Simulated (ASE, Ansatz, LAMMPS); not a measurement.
**Localised basis functions on random bcc alloy of Cr and V (128 atoms)**

Aim: test how closely localised support functions follow the reference on random bcc alloy of Cr and V (128 atoms), and at what cost. A setting counts as converged where the r.m.s. difference of forces stays under 1 % of the r.m.s. force.

Method: Kohn-Sham DFT, PBE, PAW (set soft_2), plane waves, in Ansatz 0.2.0.

## Step 1: Set-up

The cell holds 128 atoms: 74 Cr and 54 V. Its edges and angles: a = 11.785 Å, b = 11.785 Å, c = 11.785 Å, α = 90.0°, β = 90.0°, γ = 90.0°. It derives from Cr (bcc) and V, repeated 4×4×4. Bcc Cr, 4 x 4 x 4 conventional cells, 54 of 128 Cr sites given to V at random (x = 0.422), lattice by Vegard's rule (a = 2.946 Å); minimised with a classical potential.

Limits known from the start: The host structure and its lattice constant were typed by rule, without a check against the phase diagram.

## Step 2: How the cell was made

A minimisation with a classical potential prepares the built cell.

This step: classical potential: 2NN MEAM (Wang et al., npj Comput. Mater. 9, 60 (2023)) (LAMMPS stable Jul 2025 - Update 4).

in.lammps reads:

```
units metal
atom_style atomic
boundary p p p
atom_modify map array
read_data structure.data
pair_style meam
pair_coeff * * library_2nn.meam Mo Co Ni V Fe Al Cr MoCoNiVFeAlCr_2nn.meam Cr V
thermo_style custom step temp pe press lx ly lz fmax
thermo 200
min_style cg
minimize 0 1e-4 3000 30000
write_data relaxed.data nocoeff
```

Launch:

```console
$ lmp -in in.lammps -log log.lammps -screen none -nocite
```

Numbers of over 12 decimals in the logs are rounded to 6 here.

Log:

```text
LAMMPS (22 Jul 2025 - Update 4)
  128 atoms
   Step          Temp          PotEng         Press            Lx             Ly             Lz            Fmax     
         0   0             -592.69538     -6391.5934      11.7848        11.7848        11.7848        0.24928602   
        12   0             -592.90983     -7397.4812      11.7848        11.7848        11.7848        1.4202579e-05
Loop time of 0.115875 on 1 procs for 12 steps with 128 atoms
Minimization stats:
  Stopping criterion = force tolerance
  Energy initial, next-to-last, final = 
      -592.69537865542  -592.909825631356  -592.909825634172
  Force two-norm initial, final = 1.7561528 9.5299761e-05
  Force max component initial, final = 0.24928602 1.4202579e-05
  Iterations, force evaluations = 12 24
```

The job ended after 1.1 s (1 thread of Intel Xeon at 2.80GHz (Skylake/Cascade Lake), shared host).

## Step 3: Plane-wave single point

The first run fixes the reference, at a cutoff of 420 eV.

input.yaml reads:

```yaml
crystal:
  lattice:
    - [11.7848, 0.0, 0.0]
    - [0.0, 11.7848, 0.0]
    - [0.0, 0.0, 11.7848]
  atoms:
    - { symbol: Cr, position: [0.00077, 0.00211, 0.0013], spin: 1.0 }
    - { symbol: Cr, position: [0.12565, 0.12691, 0.1263], spin: 1.0 }
    - { symbol: Cr, position: [0.99956, 0.00119, 0.24998], spin: 1.0 }
    - { symbol: Cr, position: [0.12459, 0.12473, 0.37482], spin: 1.0 }
    - { symbol: Cr, position: [0.00075, 0.00121, 0.49901], spin: 1.0 }
    - { symbol: Cr, position: [0.12594, 0.12664, 0.62324], spin: 1.0 }
    - { symbol: V, position: [0.9993, 0.99812, 0.74984] }
    - { symbol: V, position: [0.1221, 0.12688, 0.87499] }
    - { symbol: Cr, position: [0.99889, 0.25116, 0.0016], spin: 1.0 }
    - { symbol: Cr, position: [0.12431, 0.37542, 0.12509], spin: 1.0 }
    - { symbol: Cr, position: [0.00012, 0.25142, 0.25039], spin: 1.0 }
    - { symbol: Cr, position: [0.12587, 0.37501, 0.37452], spin: 1.0 }
    - { symbol: Cr, position: [0.99942, 0.25068, 0.49853], spin: 1.0 }
    - { symbol: Cr, position: [0.12385, 0.37501, 0.62376], spin: 1.0 }
    - { symbol: V, position: [0.00085, 0.25318, 0.74853] }
    - { symbol: Cr, position: [0.12514, 0.37673, 0.87589], spin: 1.0 }
    - { symbol: Cr, position: [0.00065, 0.49861, 0.00054], spin: 1.0 }
    - { symbol: Cr, position: [0.12539, 0.62346, 0.12387], spin: 1.0 }
    - { symbol: Cr, position: [0.00106, 0.49965, 0.24881], spin: 1.0 }
    - { symbol: V, position: [0.12556, 0.62493, 0.37472] }
    - { symbol: Cr, position: [0.00029, 0.49902, 0.49959], spin: 1.0 }
    - { symbol: V, position: [0.12357, 0.62287, 0.62456] }
    - { symbol: Cr, position: [0.99834, 0.50109, 0.74982], spin: 1.0 }
    - { symbol: Cr, position: [0.12385, 0.6233, 0.87552], spin: 1.0 }
    - { symbol: V, position: [0.99866, 0.74975, 0.99917] }
    - { symbol: V, position: [0.12593, 0.87517, 0.12644] }
    - { symbol: V, position: [8.0e-05, 0.74887, 0.25158] }
    - { symbol: Cr, position: [0.12464, 0.87556, 0.37495], spin: 1.0 }
    - { symbol: Cr, position: [0.9991, 0.74985, 0.50077], spin: 1.0 }
    - { symbol: V, position: [0.1242, 0.87611, 0.62174] }
    - { symbol: Cr, position: [0.0, 0.74755, 0.74781], spin: 1.0 }
    - { symbol: V, position: [0.12654, 0.87308, 0.87529] }
    [... 90 atom lines left out ...]
    - { symbol: Cr, position: [0.74927, 0.74932, 0.24999], spin: 1.0 }
    - { symbol: V, position: [0.87451, 0.87596, 0.37634] }
    - { symbol: Cr, position: [0.75011, 0.74915, 0.49735], spin: 1.0 }
    - { symbol: Cr, position: [0.87459, 0.87366, 0.62334], spin: 1.0 }
    - { symbol: V, position: [0.75123, 0.7493, 0.74978] }
    - { symbol: V, position: [0.8744, 0.87614, 0.87451] }
magnetization:
  spin_polarized: true
kpoints:
  mp_grid: { grid: [2, 2, 2] }
hamiltonian:
  xc: pbe
scf:
  occupations: { method: cold, width: 0.15 }
output:
  forces: true
  stress: true
  populations: intrinsic
  dos:
    method: { smearing: { sigma: 0.15 } }
    de: 0.1
    projected: { site_lists: { Cr: [Cr], V: [V] } }
  eigenvalues: true
  write_density: true
  write_potential: true
  volumetric_format: npy
```

Launch:

```console
$ ansatz run input.yaml --threads 32 --pin off --max-ram 143360MiB --backend cuda --events-out ev --progress --plain --runs-dir out
```

Log:

```text
Engine: ansatz 0.2.0, aarch64-unknown-linux-gnu
Pseudopotentials: kind: paw
Pseudopotential: Cr, paw, valence charge 14, recommended cutoff 420 eV (normal), Cr.paw.azcp
Pseudopotential: V, paw, valence charge 13, recommended cutoff 420 eV (normal), V.paw.azcp
[... 5 lines on functional and potentials left out ...]
concurrent solve slots: 8 of 16 are kept, ahead of what memory takes: more than one for each k-point, shared evenly by the spin channels, would have no more bands in work at once but by rounding (a spin channel can take two rounds on 8, not one)
device memory: the entry about to start is reckoned to put 76.4 GiB on a device that reports 182.5 GiB free
GPU FFT provider: cuFFT
GPU libraries: cuBLAS 13.8.1, cuFFT 12.4.0, cuSOLVER 12.3.2
GPU matrix products: emulated (plane waves: as basis.precision tells), large ones in fixed point in workspaces of 1.00 GiB
Crystal: 128 atoms, lattice volume = 1636.691 Å³
Basis set: ecut = 420 eV, 31919 PW (Γ), exchange–correlation on 160×160×160 points (8 copies of the dense FFT grid, shifted against one another)
Bands: 1088, of which v1, the nominal top of the filled ones, is band 869 counted from 1 (868 counted from 0)
Symmetry: 1 space group operations
Space group: P1 (ITA 1), of the structure as read, at distance tolerance 1.2e-4 Å
Magnetic group: BNS 1.1 (UNI 1), of the structure as read, at distance tolerance 1.2e-4 Å
k-points: 8
[... 5 lines on functional and potentials left out ...]
Initial density: superposition of atomic densities (chi_scale 0.1, normalization cell)
Starting moments: Σ|m| = 74 μB on 74 of 128 sites
Initial wavefunctions: pseudopotential atomic-orbital guess
GPU buffer pool allocated for 512000 grid points (all kernels)
GPU transforms: local potential and band sums: pruned to the plane-wave sphere, on 80×80×80
Functional: x = pbe(κ = 0.804, μ = 0.219515), c = pbe(β = 0.066725)
SCF iter   1: F=—  HF=-407571.685865 eV  |F-HF|=—  |Δ(HF+E_count)|=         —  Δρ=2.39e-1 (↑2.39e-1 ↓1.57e-1)  dr2=4.62e3  dr2_m=4.05e1  M=22.757 μB ∫|m|=35.766 μB  β_m=0.30  ethr=3.10e-3  ⟨swp⟩=4.8  Hψ=56835  notcnv=0
preconditioner: auto → Kerker (q_TF=auto, 2.756 Å⁻¹)  [metal: Δε(μ)=0.003 eV  Ē_g=4.231 eV  σ=0.150 eV  W_gap=0.01  n_scr=586 (ndim 8)  ℏωp=24.5 eV  f_vac=0.000  D(μ)=96.18/eV (n_scr^D=948)]
spin=Collinear: Kerker preconditioning applied to the charge; magnetization (m = ρ↑ − ρ↓) channel mixes plain (no charge-response kernel on spin).
SCF iter   2: F=—  HF=-407328.483915 eV  |F-HF|=—  |Δ(HF+E_count)|=    2.43e2  S|Δr|=    0.00e0  Δρ=1.27e-1 (↑1.04e-1 ↓1.27e-1)  dr2=1.11e3  dr2_m=1.38e1  M=21.119 μB ∫|m|=33.490 μB  β_m=0.30  ethr=3.10e-3  ⟨swp⟩=4.2  Hψ=41708  notcnv=0  defer=2572
SCF iter   3: F=—  HF=-407252.377849 eV  |F-HF|=—  |Δ(HF+E_count)|=    7.61e1  S|Δr|=    0.00e0  Δρ=6.99e-2 (↑6.99e-2 ↓3.49e-2)  dr2=1.85e2  dr2_m=1.23e1  M=15.361 μB ∫|m|=27.580 μB  β_m=0.30  ethr=3.10e-3  ⟨swp⟩=3.9  Hψ=39218  notcnv=0  defer=2425
SCF iter   4: F=—  HF=-407235.013104 eV  |F-HF|=—  |Δ(HF+E_count)|=    1.74e1  S|Δr|=    0.00e0  Δρ=5.27e-2 (↑5.24e-2 ↓5.27e-2)  dr2=2.13e2  dr2_m=7.21e0  M=12.601 μB ∫|m|=26.224 μB  β_m=0.30  ethr=3.10e-3  ⟨swp⟩=3.8  Hψ=50601  notcnv=0  defer=2793
SCF iter   5: F=—  HF=-407228.844441 eV  |F-HF|=—  |Δ(HF+E_count)|=    6.17e0  S|Δr|=    0.00e0  Δρ=3.97e-2 (↑1.68e-2 ↓3.97e-2)  dr2=3.69e1  dr2_m=4.89e0  M=7.517 μB ∫|m|=24.249 μB  β_m=0.30  ethr=3.10e-3  ⟨swp⟩=6.1  Hψ=29758  notcnv=0  defer=2701
SCF iter   6: F=—  HF=-407225.783101 eV  |F-HF|=—  |Δ(HF+E_count)|=    3.06e0  S|Δr|=    0.00e0  Δρ=2.31e-2 (↑1.31e-2 ↓2.31e-2)  dr2=4.47e0  dr2_m=3.40e0  M=6.431 μB ∫|m|=20.688 μB  β_m=0.30  ethr=2.12e-3  ⟨swp⟩=3.8  Hψ=21738  notcnv=0  defer=2628
SCF iter   7: F=—  HF=-407226.829062 eV  |F-HF|=—  |Δ(HF+E_count)|=    1.05e0  S|Δr|=    0.00e0  Δρ=1.84e-2 (↑1.84e-2 ↓1.05e-2)  dr2=9.42e0  dr2_m=2.22e0  M=5.831 μB ∫|m|=18.392 μB  β_m=0.30  ethr=2.57e-4  ⟨swp⟩=3.1  Hψ=28979  notcnv=0  defer=2667
SCF iter   8: F=—  HF=-407226.824130 eV  |F-HF|=—  |Δ(HF+E_count)|=   4.93e-3  S|Δr|=    0.00e0  Δρ=1.31e-2 (↑1.31e-2 ↓9.13e-3)  dr2=2.17e0  dr2_m=1.55e0  M=4.242 μB ∫|m|=16.517 μB  β_m=0.30  ethr=2.57e-4  ⟨swp⟩=2.1  Hψ=21223  notcnv=0  defer=2689
Mixer restart at iter 8: flushing history
spin-set hold released at iteration 8 (site moments contracting): the magnetisation degrees of freedom join the quasi-Newton model from the next iteration; the mixer history was flushed
SCF iter   9: F=—  HF=-407226.981174 eV  |F-HF|=—  |Δ(HF+E_count)|=   1.57e-1  S|Δr|=    0.00e0  Δρ=1.17e-2 (↑9.16e-3 ↓1.17e-2)  dr2=3.12e0  dr2_m=1.06e0  M=3.163 μB ∫|m|=14.912 μB  β_m=0.40  ethr=1.25e-4  ⟨swp⟩=2.0  Hψ=22308  notcnv=0  defer=2704
[...]
SCF iter  63: F=—  HF=-407227.375729 eV  |F-HF|=—  |Δ(HF+E_count)|=   1.62e-8  S|Δr|=    0.00e0  Δρ=1.73e-6 (↑1.73e-6 ↓1.45e-6)  dr2=1.37e-7  dr2_m=1.72e-8  M=0.000 μB ∫|m|=0.014 μB  β_m=0.62  ethr=3.64e-12  ⟨swp⟩=2.0  Hψ=20332  notcnv=0
SCF iter  64: F=—  HF=-407227.375729 eV  |F-HF|=—  |Δ(HF+E_count)|=   3.98e-8  S|Δr|=    0.00e0  Δρ=3.01e-6 (↑3.01e-6 ↓2.48e-6)  dr2=6.25e-7  dr2_m=1.41e-8  M=0.000 μB ∫|m|=0.012 μB  β_m=0.49  ethr=3.64e-12  ⟨swp⟩=2.0  Hψ=24176  notcnv=0  recentre
SCF iter  65: F=—  HF=-407227.375729 eV  |F-HF|=—  |Δ(HF+E_count)|=  3.49e-10  S|Δr|=    0.00e0  Δρ=2.73e-6 (↑2.28e-6 ↓2.73e-6)  dr2=4.89e-7  dr2_m=1.51e-8  M=0.000 μB ∫|m|=0.010 μB  β_m=0.39  ethr=3.64e-12  ⟨swp⟩=2.1  Hψ=25518  notcnv=0
SCF iter  66: F=—  HF=-407227.375729 eV  |F-HF|=—  |Δ(HF+E_count)|=   4.07e-9  S|Δr|=    0.00e0  Δρ=1.98e-6 (↑1.98e-6 ↓1.98e-6)  dr2=2.73e-7  dr2_m=1.47e-8  M=0.000 μB ∫|m|=0.008 μB  β_m=0.32  ethr=3.64e-12  ⟨swp⟩=2.0  Hψ=22471  notcnv=0
SCF iter  67: F=—  HF=-407227.375729 eV  |F-HF|=—  |Δ(HF+E_count)|=  4.66e-10  S|Δr|=    0.00e0  Δρ=1.79e-6 (↑1.38e-6 ↓1.79e-6)  dr2=1.69e-7  dr2_m=9.83e-9  M=0.000 μB ∫|m|=0.006 μB  β_m=0.27  ethr=3.64e-12  ⟨swp⟩=2.0  Hψ=20527  notcnv=0
SCF iter  68: F=—  HF=-407227.375729 eV  |F-HF|=—  |Δ(HF+E_count)|=   7.51e-9  S|Δr|=    0.00e0  Δρ=1.03e-6 (↑1.03e-6 ↓5.65e-7)  dr2=1.19e-8  dr2_m=7.92e-9  M=-0.000 μB ∫|m|=0.006 μB  β_m=0.48  ethr=3.64e-12  ⟨swp⟩=4.0  Hψ=66838  notcnv=0
SCF iter  69: F=—  HF=-407227.375729 eV  |F-HF|=—  |Δ(HF+E_count)|=   7.22e-9  S|Δr|=    0.00e0  Δρ=1.11e-6 (↑5.83e-7 ↓1.11e-6)  dr2=2.93e-8  dr2_m=6.67e-9  M=-0.000 μB ∫|m|=0.005 μB  β_m=0.74  ethr=1.00e-12  ⟨swp⟩=5.1  Hψ=64611  notcnv=0
SCF iter  70: F=—  HF=-407227.375730 eV  |F-HF|=—  |Δ(HF+E_count)|=   3.74e-8  S|Δr|=    0.00e0  Δρ=2.95e-6 (↑2.95e-6 ↓2.62e-6)  dr2=7.31e-7  dr2_m=2.81e-9  M=-0.000 μB ∫|m|=0.004 μB  β_m=0.47  ethr=1.00e-12  ⟨swp⟩=8.5  Hψ=93598  notcnv=0  recentre
SCF iter  71: F=—  HF=-407227.375730 eV  |F-HF|=—  |Δ(HF+E_count)|=   2.15e-8  S|Δr|=    0.00e0  Δρ=1.85e-6 (↑1.85e-6 ↓1.70e-6)  dr2=2.61e-7  dr2_m=3.62e-9  M=-0.000 μB ∫|m|=0.004 μB  β_m=0.34  ethr=1.00e-12  ⟨swp⟩=2.1  Hψ=28641  notcnv=0
SCF iter  72: F=-407227.375729 eV  HF=-407227.375729 eV  |F-HF|=4.95e-8  |Δ(HF+E_count)|=   4.66e-9  S|Δr|=    0.00e0  Δρ=7.96e-7 (↑7.96e-7 ↓7.95e-7)  dr2=5.13e-8  dr2_m=1.53e-9  M=-0.000 μB ∫|m|=0.003 μB  ethr=1.00e-12  ⟨swp⟩=3.7  Hψ=72672  notcnv=0
SCF 1 converged in 72 iterations: F = -407227.375729 eV  dr2 = 5.13e-8
  greatest PAW one-centre occupation: 1.000 electrons in one spin orbital (limit 2), on the Cr atom at site 103 (counted from 0), in its partial waves of l = 0
WARN: the starting moments were not kept: the SCF closed with an absolute magnetisation of 2.5e-3 μB, where they sum to 74 μB in size (74 sites). That is at most 0.1 of that sum. Measured as dr2_m measures the in/out step, that magnetisation stands 9.6e-8 eV from none, [...]
some or all of what a close reads of its open shells is tried by no SCF: some or all of their fillings by name were not asked, since the model of its bands would take too long in so large a cell. Whether a lower state lies along it is not known (a run that goes on reads the state that it goes on from)
this state was not tested for a lower state beside it, because cold or Methfessel-Paxton smearing, or corrected tetrahedra, fill the levels in a way that the test cannot read (fill_not_monotonic; see scf.lower_state_search)
SCF converged after 72 iterations
Magnetization: -0.0001 μB (869.0000 up, 869.0000 down)
Absolute magnetization: 0.0026 μB (∫|ρ↑−ρ↓|, with the PAW one-centre terms)
Spin contamination: 0.0000 ħ² per cell (⟨S²⟩ above its minimum at these occupations)
Per-site moments (μB) at R_I (Å): [(2.018010915125957e-5, 1.045365), (-2.6508659813152233e-5, 1.045892), (-1.0874095718188309e-5, 1.044668), (8.1981586818303e-6, 1.042807), (-1.8750810998589013e-5, 1.042080), [...]
Free energy (F): -407227.375729 eV
Harris-Foulkes:  -407227.375729 eV  (|F-HF|=4.95e-8)
Internal energy: -407227.545524 eV  (E = F + TS)
E sigma→0 (E₀):  -407227.432328 eV
Entropy (-TS):   0.169794 eV (1.327 meV/atom)
Fermi energy:    17.238775 eV
Step filling:    the computed levels leave a gap of 0.0026 eV = 0.0 smearing widths at the electron count; against every level under it full and every level over it empty, smearing changes F+E_penalty+E_count by -26.175 meV and its σ→0 estimate by -82.773 meV
--- Per-component energies (eV) ---
  E_band       = -19882.712197
  E_kinetic    = 43480.434039
  E_local      = -140568.869473  (includes V_loc(G=0)·N_el)
  E_nonlocal   = 3312.594310
  E_hartree    = 62183.057996
  E_xc         = -17382.724413
  E_vxc        = -22118.188194  (∫ρ·V_xc dr)
  E_paw        = -148484.350107  (= ΣΔE_a)
  E_vpaw       = -28354.835788  (= ΣTr[D̂ρ^β])
  E_aug_tail   = 0.043539  (compensation charges beyond the density's cutoff)
  E_ewald      = -209767.731416
  E_smearing   = 0.169794  (= −TS)
  E_closure    = -0.000000  (closes the sum)
  Σ components = -407227.375729   (vs F -407227.375729, Δ=0.00e0)
--- Forces (eV/Å), atoms counted from 1 ---
[... 128 lines of forces left out ...]
  max |Σ_I F_I| component: 8.83e-6 eV/Å
--- Stress (GPa, compression-positive) ---
       -9.328057      -0.035534       0.100539
       -0.035534      -9.397620       0.063470
        0.100539       0.063470      -9.319752
  P = ⅓ Tr σ = -9.3485 GPa (-93.485 kbar)
--- Band table (eV; the first three rows and the last of 16) ---
--- intrinsic populations: 128 sites ---
  site symbol       q [e]    m [muB]
[... 128 lines, one an atom, left out ...]
  spilling = 0.000000 (of n_electrons = 1738.000000)
```

Run time: 41 s. Hardware: 1 × NVIDIA GB200 with 32 threads of Arm Neoverse V2, shared host; peak memory 7.3 GiB; 4.8 min of CPU time.

That memory is the host's; the program planned up to 76.4 GiB on the GPU. Forces of this run were stored rounded, and per-atom blocks of the log weren't kept.

The program notes that starting moments were not kept and the stability of the SCF solution was not settled.

Numbers from this run:

- free energy: -407227.3757 eV
- free energy per atom: -3181.4639 eV/atom
- SCF cycles: 72
- pressure: -9.348 GPa
- r.m.s. force component: 0.2051 eV/Å
- longest force: 0.8365 eV/Å
- Fermi energy: 17.24 eV
- levels partly filled by over 2 per cent: 228

The r.m.s. force component of 0.21 eV/Å sets the scale for the differences below.

(Continued in part 2 of 3.)

[Logs are printed without paths, hosts, clocks, repeated set-up lines and the standing remarks that a program may print on its own settings, such as how far it seeks lower states.]

[Hosts, paths, dates, database ids (printed as entryN), source tags and the programs' standing remarks are cut or masked in the printed files.]
